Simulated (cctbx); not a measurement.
# Which space group?

Cell: a = 3.3480 Å, b = 3.3480 Å, c = 16.4000 Å, α = 90.00°, β = 90.00°, γ = 120.00°. Expected content of the cell: Ce3 Mo3.

Simulated single-crystal data (cctbx): Mo Kα, λ = 0.71073 Å, to d = 0.77 Å, 50 % of the full sphere, strongest reflection 5000 counts, noise from counting, a 4 % proportional error and a noise floor of 2 counts (s.d.); no absorption.

Tests on the unmerged data give:

```text
790 reflections to d = 0.771 A
centring   violations  <I/sigma> of those
    A        126 of   387      5.1
    B        127 of   384      5.0
    C        147 of   405      5.4
    I        124 of   388      5.2
    R          0 of   526     -0.0
    F        200 of   588      5.1
Laue class    unique    Rint  (classes that these axes allow; Friedel mates merged)
R -3 :H            87   0.034
R -3 m :H          65   0.034
space group    extra absences  I>4sigma  <I/sigma>
R 3 2 :H                0          0         -  acentric
R 3 m :H                0          0         -  acentric
R -3 m :H               0          0         -  centric
Wilson B = 0.53 A^2   <|E^2-1|> = 0.673 (0.968 centric, 0.736 acentric)   E^2>4: 0.0 %
shell (A)         n   <I/sigma>
 5.47 - 1.33     17     27.3
 1.33 - 1.06     13     30.2
 1.06 - 0.93      9     24.6
 0.93 - 0.84     10     22.6
 0.84 - 0.78     16     28.9
```

Q: Read the symmetry from these tables.

The reflections that R centring forbids are absent (⟨I/σ⟩ near 0), so the lattice is R.

Rint stays low (0.034) up to R -3 m :H, the highest class in these axes.

3 settings pass the absence test. No glide or screw absences show, which leaves R 3 2, R 3 m and R -3 m.

⟨|E²−1|⟩ = 0.673 leans to a non-centrosymmetric structure, or to twinning, which lowers it. Here that hint misleads: the statistic assumes many like atoms on general positions, and few, heavy or special-position atoms break it. The Wilson B of 0.53 Å² means U ≈ 0.0067 Å².

The true group is R-3m (no. 166), Laue class -3m, centrosymmetric. The tables only narrow the choice to the tied entries; cell content, site symmetry and trial solutions must settle it.

The model was made for the exercise: a known structure type with other elements put in, its volume estimated, not relaxed; displacement parameters are assumed.

[Logs are printed without paths, hosts, clocks, repeated set-up lines and the standing remarks that a program may print on its own settings, such as how far it seeks lower states.]
